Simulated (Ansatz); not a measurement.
# Na on Fe(100): change of the work function, part 2 of 6

Wanted: Δφ(θ) for Na/Fe(100), starting from the hollow site.

Ansatz 0.2.0; plane-wave DFT, PBE, Ansatz PAW.

So far, work function, upper face (eV): step 2 (the clean slab) 3.86.

**3. Adsorbate added, coverage 0.25 ML**

System of this step: Na/Fe(100). The cell holds 21 atoms: 20 Fe and 1 Na. Its edges and angles: a = 5.740 Å, b = 5.740 Å, c = 26.017 Å, α = 90.0°, β = 90.0°, γ = 90.0°. Vacuum lies along c.

The clean slab as it ended is repeated in the plane and the adsorbate is set on one face; the cell's size fixes the coverage, and the k-mesh shrinks with it to keep the sampling density about even. Adsorbate and upper layers relax, since the dipole depends on the height.

Input file input.yaml:

```yaml
crystal:
  lattice:
    - [5.74, 0.0, 0.0]
    - [0.0, 5.74, 0.0]
    - [0.0, 0.0, 26.0171609373]
  atoms:
    - { symbol: Fe, position: [0.0, 0.0, 0.3459255228], spin: 2.97 }
    - { symbol: Fe, position: [0.25, 0.25, 0.4010814257], spin: 2.38 }
    - { symbol: Fe, position: [0.0, 0.0, 0.455578151], spin: 2.5 }
    - { symbol: Fe, position: [0.25, 0.25, 0.5108773745], spin: 2.31 }
    - { symbol: Fe, position: [0.0, 0.0, 0.5625335051], spin: 2.92 }
    - { symbol: Fe, position: [0.0, 0.5, 0.3459255228], spin: 2.97 }
    - { symbol: Fe, position: [0.25, 0.75, 0.4010814257], spin: 2.38 }
    - { symbol: Fe, position: [0.0, 0.5, 0.455578151], spin: 2.5 }
    - { symbol: Fe, position: [0.25, 0.75, 0.5108773745], spin: 2.31 }
    - { symbol: Fe, position: [0.0, 0.5, 0.5625335051], spin: 2.92 }
    - { symbol: Fe, position: [0.5, 0.0, 0.3459255228], spin: 2.97 }
    - { symbol: Fe, position: [0.75, 0.25, 0.4010814257], spin: 2.38 }
    - { symbol: Fe, position: [0.5, 0.0, 0.455578151], spin: 2.5 }
    - { symbol: Fe, position: [0.75, 0.25, 0.5108773745], spin: 2.31 }
    - { symbol: Fe, position: [0.5, 0.0, 0.5625335051], spin: 2.92 }
    - { symbol: Fe, position: [0.5, 0.5, 0.3459255228], spin: 2.97 }
    - { symbol: Fe, position: [0.75, 0.75, 0.4010814257], spin: 2.38 }
    - { symbol: Fe, position: [0.5, 0.5, 0.455578151], spin: 2.5 }
    - { symbol: Fe, position: [0.75, 0.75, 0.5108773745], spin: 2.31 }
    - { symbol: Fe, position: [0.5, 0.5, 0.5625335051], spin: 2.92 }
    - { symbol: Na, position: [0.25, 0.25, 0.6540744772] }
magnetization:
  spin_polarized: true
kpoints:
  mp_grid: { grid: [5, 5, 1] }
hamiltonian:
  xc: pbe
scf:
  occupations: { method: fermi_dirac, width: 0.1 }
  convergence: { dr2_threshold: 1.0e-08 }
efield:
  axis: 3
  dipole_correction: true
  ramp_position: 0.97
  ramp_width: 0.06
relax:
  f_tol: 0.02
  max_steps: 60
  constraints: [{ sites: [0, 1, 5, 6, 10, 11, 15, 16] }]
output:
  bader: true
  dos: { projected: true, e_range: [-8, 4] }
  write_potential: true
  write_density: true
  volumetric_format: npy
  elf: true
```

Launch:

```sh
$ ansatz run input.yaml --threads 4 --pin off --max-ram 12288MiB --backend cpu --events-out ev --progress --plain --runs-dir out
```

Numbers of over 12 decimals in the logs are rounded to 6 here.

The program printed:

```text
[...]
Crystal: 21 atoms, lattice volume = 857.203 Å³
Basis set: ecut = 420 eV, 16859 PW (Γ), exchange–correlation on 80×80×360 points (8 copies of the dense FFT grid, shifted against one another)
Bands: 229, of which v1, the nominal top of the filled ones, is band 165 counted from 1 (164 counted from 0)
Symmetry: 8 space group operations
k-points: 6 of 25
[...]
Starting moments: Σ|m| = 52.32 μB on 20 of 21 sites
[...]
SCF iter   1: F=—  HF=-91085.192882 eV  |F-HF|=—  |Δ(HF+E_count)|=         —  Δρ=3.81e-2 (↑1.30e-2 ↓3.81e-2)  dr2=6.69e1  dr2_m=3.05e0  M=51.725 μB ∫|m|=52.284 μB  β_m=1.00  ethr=3.10e-3  p=0.000 e·Å  D=2.84e-7 V/Å  ΔV_dip=-0.00 eV  dr2_dipole=4.33e-1  V_vac-E_F(+/−)=7.26/7.26 eV  ⟨swp⟩=9.5  Hψ=14151  notcnv=0  defer=141
[...]
SCF iter  16: F=-91086.388446 eV  HF=-91086.388446 eV  |F-HF|=6.40e-9  |Δ(HF+E_count)|=   2.40e-9  Δρ=3.36e-7 (↑3.19e-7 ↓3.36e-7)  dr2=6.02e-9  dr2_m=7.70e-11  M=52.277 μB ∫|m|=54.744 μB  ethr=1.15e-12  p=0.301 e·Å  D=6.36e-2 V/Å  ΔV_dip=-1.65 eV  dr2_dipole=6.51e-10  V_vac-E_F(+/−)=2.19/3.84 eV  ⟨swp⟩=14.8  Hψ=20346  notcnv=0
SCF 1 converged in 16 iterations: F = -91086.388446 eV  dr2 = 6.02e-9
[...]
relax step   1: F+E_penalty+E_count = -91086.38844562 eV  Δ(F+E_penalty+E_count) = +0.000e0 eV  max|allowed force component| = 8.539e-2 eV/Å  Δτ_max = 0.0000 Å  (16 SCF iters, accepted)
[...]
SCF iter  10: F=-91086.391972 eV  HF=-91086.391972 eV  |F-HF|=1.22e-9  |Δ(HF+E_count)|=   2.18e-9  Δρ=3.91e-7 (↑1.74e-7 ↓3.91e-7)  dr2=2.88e-9  dr2_m=2.72e-10  M=52.278 μB ∫|m|=54.741 μB  ethr=1.00e-12  p=0.299 e·Å  D=6.31e-2 V/Å  ΔV_dip=-1.64 eV  dr2_dipole=3.07e-12  V_vac-E_F(+/−)=2.20/3.84 eV  ⟨swp⟩=9.8  Hψ=15556  notcnv=0
SCF 2 converged in 10 iterations: F = -91086.391972 eV  dr2 = 2.88e-9
[...]
relax step   2: F+E_penalty+E_count = -91086.39197186 eV  Δ(F+E_penalty+E_count) = -3.526e-3 eV  max|allowed force component| = 6.186e-2 eV/Å  Δτ_max = 0.0203 Å  (10 SCF iters, accepted)
SCF iter   1: F=—  HF=-91086.390082 eV  |F-HF|=—  |Δ(HF+E_count)|=         —  Δρ=1.69e-3 (↑8.81e-4 ↓1.69e-3)  dr2=9.42e-3  dr2_m=1.09e-2  M=52.258 μB ∫|m|=54.709 μB  β_m=1.00  ethr=1.96e-5  p=0.299 e·Å  D=6.31e-2 V/Å  ΔV_dip=-1.64 eV  dr2_dipole=8.99e-6  V_vac-E_F(+/−)=2.20/3.84 eV  ⟨swp⟩=4.2  Hψ=7031  notcnv=0  defer=279
[...]
SCF iter  12: F=-91086.397286 eV  HF=-91086.397286 eV  |F-HF|=8.40e-9  |Δ(HF+E_count)|=  1.46e-10  Δρ=5.69e-7 (↑2.55e-7 ↓5.69e-7)  dr2=7.85e-9  dr2_m=8.59e-10  M=52.251 μB ∫|m|=54.697 μB  ethr=1.00e-12  p=0.291 e·Å  D=6.15e-2 V/Å  ΔV_dip=-1.60 eV  dr2_dipole=1.42e-9  V_vac-E_F(+/−)=2.24/3.84 eV  ⟨swp⟩=11.8  Hψ=17375  notcnv=0
SCF 3 converged in 12 iterations: F = -91086.397286 eV  dr2 = 7.85e-9
relax step   3: F+E_penalty+E_count = -91086.39728633 eV  Δ(F+E_penalty+E_count) = -5.314e-3 eV  max|allowed force component| = 4.625e-2 eV/Å  Δτ_max = 0.0699 Å  (12 SCF iters, accepted)
SCF iter   1: F=—  HF=-91086.397948 eV  |F-HF|=—  |Δ(HF+E_count)|=         —  Δρ=1.89e-4 (↑1.17e-4 ↓1.89e-4)  dr2=2.96e-4  dr2_m=1.37e-4  M=52.256 μB ∫|m|=54.704 μB  β_m=1.00  ethr=1.77e-7  p=0.291 e·Å  D=6.15e-2 V/Å  ΔV_dip=-1.60 eV  dr2_dipole=6.77e-7  V_vac-E_F(+/−)=2.24/3.84 eV  ⟨swp⟩=3.0  Hψ=6081  notcnv=0  defer=77
[...]
SCF iter  10: F=-91086.397522 eV  HF=-91086.397522 eV  |F-HF|=2.01e-9  |Δ(HF+E_count)|=   1.59e-9  Δρ=3.09e-7 (↑1.81e-7 ↓3.09e-7)  dr2=2.04e-9  dr2_m=1.12e-10  M=52.259 μB ∫|m|=54.706 μB  ethr=2.17e-12  p=0.292 e·Å  D=6.16e-2 V/Å  ΔV_dip=-1.60 eV  dr2_dipole=1.18e-10  V_vac-E_F(+/−)=2.24/3.84 eV  ⟨swp⟩=8.8  Hψ=15030  notcnv=0
SCF 4 converged in 10 iterations: F = -91086.397522 eV  dr2 = 2.04e-9
relax step   4: F+E_penalty+E_count = -91086.39752223 eV  Δ(F+E_penalty+E_count) = -2.359e-4 eV  max|allowed force component| = 2.772e-3 eV/Å  Δτ_max = 0.0036 Å  (10 SCF iters, accepted)
NSCF: frozen V_eff on 6 k-points
[...]
SCF converged after 10 iterations
Magnetization: 52.2586 μB (190.6293 up, 138.3707 down)
Absolute magnetization: 54.7086 μB (∫|ρ↑−ρ↓|, with the PAW one-centre terms)
[...]
Per-site moments (μB) at R_I (Å): [(2.971008, 1.025266), (2.376003, 1.018957), (2.489654, 1.018957), (2.345549, 1.008073), (2.840957, 0.997986), (2.971008, 1.025266), (2.382583, 1.021534), (2.489654, 1.018957), (2.306664, 1.004589), (2.840957, 0.997986), (2.971008, 1.025266), (2.382583, 1.021534), (2.489654, 1.018957), (2.306664, 1.004589), (2.840957, 0.997986), (2.971008, 1.025266), (2.389773, 1.024105), (2.489654, 1.018957), (2.260873, 0.997986), (2.840957, 0.997986), (-0.024574, 1.273524)]
Free energy (F): -91086.397522 eV
[...]
Internal energy: -91085.632603 eV  (E = F + TS)
E sigma→0 (E₀):  -91086.015062 eV
Entropy (-TS):   -0.764920 eV (-36.425 meV/atom)
Fermi energy:    2.979166 eV
Dipole field:    D = 0.061564 V/Å  (p = 0.291643 e·Å, saw-weighted, corrected)
Work function:   Φ+ = 2.2394 eV   Φ− = 3.8412 eV
[...]
--- Forces (eV/Å), atoms counted from 1 ---
  atom   1  Fe    -0.01151335    -0.01151335     0.43316166
  atom   2  Fe    -0.00000000     0.00000000    -0.43074825
  atom   3  Fe     0.00044595     0.00044595    -0.00096275
  atom   4  Fe     0.00000000     0.00000000    -0.00205670
  atom   5  Fe     0.00004666     0.00004666     0.00277217
  atom   6  Fe    -0.01151335     0.01151335     0.43316166
  atom   7  Fe     0.00000000     0.00000000    -0.43660012
  atom   8  Fe     0.00044595    -0.00044595    -0.00096275
  atom   9  Fe     0.00000000     0.00000000     0.00045948
  atom  10  Fe     0.00004666    -0.00004666     0.00277217
  atom  11  Fe     0.01151335    -0.01151335     0.43316166
  atom  12  Fe    -0.00000000     0.00000000    -0.43660012
  atom  13  Fe    -0.00044595     0.00044595    -0.00096275
  atom  14  Fe     0.00000000     0.00000000     0.00045948
  atom  15  Fe    -0.00004666     0.00004666     0.00277217
  atom  16  Fe     0.01151335     0.01151335     0.43316166
  atom  17  Fe    -0.00000000     0.00000000    -0.43375257
  atom  18  Fe    -0.00044595    -0.00044595    -0.00096275
  atom  19  Fe    -0.00000000     0.00000000    -0.00009522
  atom  20  Fe    -0.00004666    -0.00004666     0.00277217
  atom  21  Na    -0.00000000     0.00000000    -0.00091323
  max |Σ_I F_I| component: 3.71e-5 eV/Å
--- Band table (eV; the first three rows and the last of 12) ---
  k-point 0 ↑: bands = [... 161 lower, 1.6354, 1.6766, 1.6866, 1.7346, 1.7346, 1.8687, 1.9071, 1.9454, ... 60 higher]
  k-point 1 ↑: bands = [... 161 lower, 1.6721, 1.6884, 1.6991, 1.7161, 1.8016, 1.8430, 1.8434, 1.8904, ... 60 higher]
  k-point 2 ↑: bands = [... 161 lower, 1.6057, 1.6190, 1.6358, 1.6594, 1.6919, 1.7270, 1.7439, 1.7919, ... 60 higher]
  k-point 5 ↓: bands = [... 161 lower, 4.3671, 4.3703, 4.4130, 4.4411, 4.4503, 4.4596, 4.4629, 4.5516, ... 60 higher]
--- Relaxed structure (4 steps of the walk, 4 accepted, 0 SCFs on fresh bases) ---
  F+E_penalty+E_count = -91086.39752223 eV   max|allowed force component| = 2.772e-3 eV/Å
  atoms:
    - { symbol: Fe, position: [0.0, 0.0, 0.3459255228] }
    - { symbol: Fe, position: [0.25, 0.25, 0.4010814257] }
    - { symbol: Fe, position: [0.000938008, 0.000938008, 0.455632] }
    - { symbol: Fe, position: [0.25, 0.25, 0.512128] }
    - { symbol: Fe, position: [-0.00416597, -0.00416597, 0.562469] }
    - { symbol: Fe, position: [0.0, 0.5, 0.3459255228] }
    - { symbol: Fe, position: [0.25, 0.750000, 0.4010814257] }
    - { symbol: Fe, position: [0.000938008, 0.499062, 0.455632] }
    - { symbol: Fe, position: [0.25, 0.750000, 0.510738] }
    - { symbol: Fe, position: [-0.00416597, 0.504166, 0.562469] }
    - { symbol: Fe, position: [0.5, 0.0, 0.3459255228] }
    - { symbol: Fe, position: [0.750000, 0.25, 0.4010814257] }
    - { symbol: Fe, position: [0.499062, 0.000938008, 0.455632] }
    - { symbol: Fe, position: [0.750000, 0.25, 0.510738] }
    - { symbol: Fe, position: [0.504166, -0.00416597, 0.562469] }
    - { symbol: Fe, position: [0.5, 0.5, 0.3459255228] }
    - { symbol: Fe, position: [0.750000, 0.750000, 0.4010814257] }
    - { symbol: Fe, position: [0.499062, 0.499062, 0.455632] }
    - { symbol: Fe, position: [0.750000, 0.750000, 0.509895] }
    - { symbol: Fe, position: [0.504166, 0.504166, 0.562469] }
    - { symbol: Na, position: [0.25, 0.25, 0.650745] }
--- Bader charges: 21 sites ---
  site symbol  charge [e]  shift [e]    m [muB]
     0     Fe      0.0565     0.0001     3.1089
     1     Fe     -0.0725     0.0000     2.3184
     2     Fe      0.0321     0.0001     2.4528
     3     Fe     -0.0721     0.0001     2.2961
     4     Fe     -0.1015     0.0000     2.9400
     5     Fe      0.0565     0.0001     3.1089
     6     Fe     -0.0685     0.0000     2.3249
     7     Fe      0.0321     0.0001     2.4528
     8     Fe     -0.0777     0.0001     2.2575
     9     Fe     -0.1015     0.0000     2.9400
    10     Fe      0.0565     0.0001     3.1089
    11     Fe     -0.0685     0.0000     2.3249
    12     Fe      0.0321     0.0001     2.4528
    13     Fe     -0.0777     0.0001     2.2575
    14     Fe     -0.1015     0.0000     2.9400
    15     Fe      0.0565     0.0001     3.1089
    16     Fe     -0.0659     0.0000     2.3315
    17     Fe      0.0321     0.0001     2.4528
    18     Fe     -0.0938     0.0001     2.2128
    19     Fe     -0.1015     0.0000     2.9400
    20     Na      0.6483     0.0002    -0.0718
  estimated error of the sums over rays = 7.4e-4 e
```

It took 11 min on 4 threads of Arm Neoverse V1, shared host; peak memory 5.1 GiB.

Relaxation path:

```tsv
step	energy less that of the first step (eV)	largest force component (eV/Å)
1	0.0000	0.0854
2	-0.0035	0.0619
3	-0.0088	0.0462
4	-0.0091	0.0028
```

Forces are held to the 8 operations that the run works with; a distortion that breaks them can't arise in this run.

The atoms that moved most (Å):

```tsv
atom	dx	dy	dz	length
Na21	0.000	0.000	-0.087	0.087
Fe5	-0.024	-0.024	-0.002	0.034
Fe15	0.024	-0.024	-0.002	0.034
Fe10	-0.024	0.024	-0.002	0.034
Fe20	0.024	0.024	-0.002	0.034
Fe4	0.000	0.000	0.033	0.033
Fe19	0.000	0.000	-0.026	0.026
Fe3	0.005	0.005	0.001	0.008
```

Final coordinates:

```cif
data_structure
_symmetry_space_group_name_H-M 'P 1'
_symmetry_Int_Tables_number 1
_cell_length_a 5.7400
_cell_length_b 5.7400
_cell_length_c 26.0172
_cell_angle_alpha 90.000
_cell_angle_beta 90.000
_cell_angle_gamma 90.000
_cell_volume 857.20
loop_
_atom_site_label
_atom_site_type_symbol
_atom_site_fract_x
_atom_site_fract_y
_atom_site_fract_z
_atom_site_occupancy
Fe1 Fe 0.00000 0.00000 0.34593 1
Fe2 Fe 0.25000 0.25000 0.40108 1
Fe3 Fe 0.00094 0.00094 0.45563 1
Fe4 Fe 0.25000 0.25000 0.51213 1
Fe5 Fe 0.99583 0.99583 0.56247 1
Fe6 Fe 0.00000 0.50000 0.34593 1
Fe7 Fe 0.25000 0.75000 0.40108 1
Fe8 Fe 0.00094 0.49906 0.45563 1
Fe9 Fe 0.25000 0.75000 0.51074 1
Fe10 Fe 0.99583 0.50417 0.56247 1
Fe11 Fe 0.50000 0.00000 0.34593 1
Fe12 Fe 0.75000 0.25000 0.40108 1
Fe13 Fe 0.49906 0.00094 0.45563 1
Fe14 Fe 0.75000 0.25000 0.51074 1
Fe15 Fe 0.50417 0.99583 0.56247 1
Fe16 Fe 0.50000 0.50000 0.34593 1
Fe17 Fe 0.75000 0.75000 0.40108 1
Fe18 Fe 0.49906 0.49906 0.45563 1
Fe19 Fe 0.75000 0.75000 0.50989 1
Fe20 Fe 0.50417 0.50417 0.56247 1
Na21 Na 0.25000 0.25000 0.65074 1
```

This step gave:

```
energy at zero smearing        : -91086.0151 eV
total moment                   : 52.26 μB
work function, upper face      : 2.239 eV
work function, lower face      : 3.841 eV
dipole along the normal        : 0.2916 e·Å
step between the vacuum levels : -1.602 eV
```

Running mean over 1.435 Å of the planar mean; the ramp of the sawtooth is left out. The electron's electrostatic potential energy less the Fermi level by z:

```tsv
z (Å)	electron's electrostatic potential energy less the Fermi level (eV)
3.5	3.84
4.0	3.84
4.5	3.84
5.0	3.84
5.5	3.83
6.0	3.80
6.5	3.71
7.0	3.41
7.5	2.43
8.0	-0.881
8.5	-5.85
9.0	-9.02
9.5	-9.59
10.0	-9.59
10.5	-9.62
11.0	-9.69
11.5	-9.66
12.0	-9.56
12.5	-9.53
13.0	-9.64
13.5	-10.2
14.0	-10.5
14.5	-9.79
15.0	-7.00
15.5	-2.27
16.0	0.990
16.5	1.09
17.0	0.735
17.5	0.982
18.0	1.71
18.5	2.03
19.0	2.14
19.5	2.20
20.0	2.22
20.5	2.23
21.0	2.24
21.5	2.24
22.0	2.24
22.5	2.24
```

The density of states has structure finer than the step of the table below, so its rows give means over 0.25 eV, whole bins alone (the curve runs from -8 to 1.98 eV). Peaks (eV: height): total -3.220: 77.6, -2.470: 68.1, -1.440: 76.7, -1.320: 76.7, -1.140: 65.8, -1.080: 91.9, 1.440: 69.3; up -3.220: 73.6, -2.710: 47.3, -2.470: 50.2, -1.740: 46.2, -1.650: 49.6, -1.440: 51.0, -1.080: 58.2; down -1.620: 38.2, -1.350: 41.8, 1.110: 43.3, 1.440: 66.6, 1.710: 42.5, 1.890: 59.8, 1.950: 39.2.

The density of states by energy, zero at the Fermi level; means over each step; values in states/eV a cell:

```tsv
energy (eV)	total	up	down
-7.75	0.755	0.648	0.107
-7.50	1.30	0.620	0.678
-7.25	1.51	0.900	0.609
-7.00	1.95	0.957	0.989
-6.75	1.27	0.462	0.810
-6.50	0.712	0.274	0.438
-6.25	3.44	2.76	0.681
-6.00	3.09	0.761	2.33
-5.75	3.12	2.02	1.10
-5.50	2.10	1.17	0.931
-5.25	5.05	3.21	1.84
-5.00	3.88	2.98	0.908
-4.75	9.28	7.06	2.22
-4.50	14.9	12.7	2.21
-4.25	17.2	16.0	1.15
-4.00	22.2	18.7	3.47
-3.75	24.6	19.8	4.85
-3.50	25.2	20.2	5.00
-3.25	38.4	34.4	4.03
-3.00	25.8	20.6	5.22
-2.75	38.5	29.2	9.28
-2.50	41.4	27.0	14.4
-2.25	29.6	18.2	11.4
-2.00	27.6	19.1	8.46
-1.75	40.2	27.6	12.5
-1.50	43.8	24.6	19.1
-1.25	60.2	36.8	23.4
-1.00	61.0	35.9	25.1
-0.75	39.7	19.2	20.5
-0.50	25.7	11.7	14.0
-0.25	20.8	11.4	9.35
0.00	25.2	6.72	18.5
0.25	23.4	4.49	18.9
0.50	18.1	2.09	16.0
0.75	22.6	6.17	16.5
1.00	22.6	3.05	19.5
1.25	34.2	3.99	30.2
1.50	33.9	4.24	29.7
1.75	39.5	4.26	35.3
```

Projected DOS per atom over height of the atomic layer and energy from the Fermi level. Layers: Fe4 Fe4 Fe4 Fe4 Fe4 Na from below.

Ten even steps from '0' (0.00 states/eV) to '9' (3.06 states/eV), each cell a mean:
```
466642
554442
422241
512151
422241
354530
599961
598970
644360
744470
834370
546450
432330
333330
123210
000000
000000
000000
000000
000000
000000
000000
```
Columns: height of the atomic layer (Å) from 9 to 16.9 (not evenly spaced); rows upwards: energy from the Fermi level (eV) from -7.96 to 1.95.

Projected DOS per atom, spin up over height of the atomic layer and energy from the Fermi level. Layers: Fe4 Fe4 Fe4 Fe4 Fe4 Na from below.

Values in states/eV, 22 rows by 6 columns, each cell a mean:
```
0.10 0.14 0.13 0.13 0.13 0.37
0.07 0.12 0.08 0.12 0.09 0.42
0.13 0.18 0.14 0.19 0.14 0.21
0.10 0.21 0.13 0.21 0.10 0.20
0.16 0.38 0.49 0.49 0.20 0.20
0.30 0.96 0.84 1.14 0.42 0.05
0.66 2.03 1.76 2.02 0.86 0.06
0.94 1.88 1.46 1.81 1.19 0.06
1.71 0.84 0.92 0.57 1.43 0.13
1.66 0.54 0.80 0.56 1.84 0.08
2.21 0.79 0.93 0.72 1.76 0.06
1.55 1.04 1.50 1.14 1.49 0.02
1.17 0.96 0.49 0.89 1.04 0.01
0.95 0.86 0.91 0.85 0.93 0.03
0.37 0.55 0.81 0.57 0.40 0.02
0.12 0.20 0.20 0.20 0.12 0.00
0.07 0.11 0.09 0.11 0.07 0.01
0.05 0.08 0.08 0.09 0.05 0.00
0.05 0.08 0.07 0.08 0.05 0.00
0.01 0.04 0.06 0.04 0.02 0.00
0.02 0.05 0.07 0.05 0.02 0.00
0.01 0.03 0.04 0.03 0.01 0.00
```
Columns: height of the atomic layer (Å) from 9 to 16.9 (not evenly spaced); rows upwards: energy from the Fermi level (eV) from -7.96 to 1.95.

Projected DOS per atom, spin down over height of the atomic layer and energy from the Fermi level. Layers: Fe4 Fe4 Fe4 Fe4 Fe4 Na from below.

Values in states/eV, 22 rows by 6 columns, each cell a mean:
```
1.20 1.80 1.96 1.81 1.32 0.34
1.69 1.45 1.24 1.33 1.31 0.27
1.15 0.49 0.61 0.44 1.21 0.16
1.66 0.22 0.54 0.21 1.50 0.14
1.21 0.42 0.32 0.40 1.03 0.17
0.66 0.70 0.65 0.66 0.64 0.24
1.01 1.04 1.09 1.00 1.01 0.32
0.88 1.09 1.06 1.20 0.99 0.06
0.39 0.58 0.42 0.56 0.43 0.02
0.52 0.71 0.61 0.71 0.48 0.06
0.30 0.40 0.44 0.49 0.40 0.04
0.18 0.30 0.36 0.30 0.20 0.02
0.15 0.20 0.32 0.21 0.17 0.03
0.09 0.10 0.12 0.10 0.09 0.02
0.10 0.15 0.12 0.15 0.10 0.01
0.03 0.06 0.05 0.06 0.03 0.00
0.05 0.09 0.07 0.09 0.06 0.01
0.06 0.11 0.08 0.11 0.06 0.01
0.01 0.03 0.04 0.03 0.01 0.00
0.02 0.06 0.08 0.06 0.02 0.00
0.01 0.04 0.05 0.04 0.01 0.00
0.00 0.01 0.01 0.01 0.00 0.00
```
Columns: height of the atomic layer (Å) from 9 to 16.9 (not evenly spaced); rows upwards: energy from the Fermi level (eV) from -7.96 to 1.95.

Site moment by atom:

```tsv
atom	site moment (μB)
Fe1	2.97
Fe2	2.38
Fe3	2.49
Fe4	2.35
Fe5	2.84
Fe6	2.97
Fe7	2.38
Fe8	2.49
Fe9	2.31
Fe10	2.84
Fe11	2.97
Fe12	2.38
Fe13	2.49
Fe14	2.31
Fe15	2.84
Fe16	2.97
Fe17	2.39
Fe18	2.49
Fe19	2.26
Fe20	2.84
Na21	-0.02
```

Spin density in the ca plane at fractional y = 0.250, with atoms of Fe and Na within 0.2 Å of it.

Ten even steps from '0' (0.0 e/Å³) to '9' (4.7 e/Å³), each cell a mean:
```
00000000000000000000000000000000000000000000
00000000000000000000000000000000000000000000
00000014300000242000000000000000000000000000
00000039610000495100000000000000000000000000
00000014300000142000000000000000000000000000
00000000000000000000000000000000000000000000
00000000000000000000000000000000000000000000
00000000000000000000000000000000000000000000
00000000000000000000000000000000000000000000
00000002100000021000000000000000000000000000
00000038510000385100000000000000000000000000
00000038510000385100000000000000000000000000
00000002100000021000000000000000000000000000
00000000000000000000000000000000000000000000
00000000000000000000000000000000000000000000
```
Columns run along c (16.0 Å, from fractional 0.30 to 0.91 of the cell), rows up along a (5.7 Å). Atoms in or near the plane, at fractional coordinates: Fe at (0.40, 0.25), Fe at (0.51, 0.25), Fe at (0.40, 0.75), Fe at (0.51, 0.75), Na at (0.65, 0.25).

Electrostatic potential energy in the ca plane at fractional y = 0.250, with atoms of Fe and Na within 0.2 Å of it. With pseudopotentials it is smooth inside the atoms' cores, unlike the true potential.

Ten even steps from '0' (-49 eV) to '9' (7 eV), each cell a mean:
```
99999998999999999999999999999999999999999999
99999865579998645899999999999999999999999999
99999620148996201589999999999999999999999999
99999500038985000389999999999999999999999999
99999620148996201589999999999999999999999999
99999865579998656899999999999999999999999999
99999998999999989999999999999999999999999999
99999999999999999999999999999999999999999999
99999987789999877899999988889999999999999999
99999742368997423689999864578999999999999999
99999610038995100389999720068999999999999999
99999610038995100389999720068999999999999999
99999742368997423699999864578999999999999999
99999987889999878999999988889999999999999999
99999999999999999999999999999999999999999999
```
Columns run along c (16.0 Å, from fractional 0.30 to 0.91 of the cell; values clipped at the 3rd and 97th percentile), rows up along a (5.7 Å). Atoms in or near the plane, at fractional coordinates: Fe at (0.40, 0.25), Fe at (0.51, 0.25), Fe at (0.40, 0.75), Fe at (0.51, 0.75), Na at (0.65, 0.25).

(Continued in part 3 of 6.)

[Logs are printed without paths, hosts, clocks, repeated set-up lines and the standing remarks that a program may print on its own settings, such as how far it seeks lower states.]

[Hosts, paths, dates, database ids (printed as entryN), source tags and the programs' standing remarks are cut or masked in the printed files.]

[Maps of the electrostatic potential energy from Ansatz leave out the sawtooth potential of an applied field or a dipole correction, so their vacuum need not be flat; planar profiles and work functions include it.]

[The density of states shown here was stored with 400 of the rows of the run's finer table, so its peaks can read low, often by over a quarter, or be missed, and its means over a window can be off by a tenth or more.]
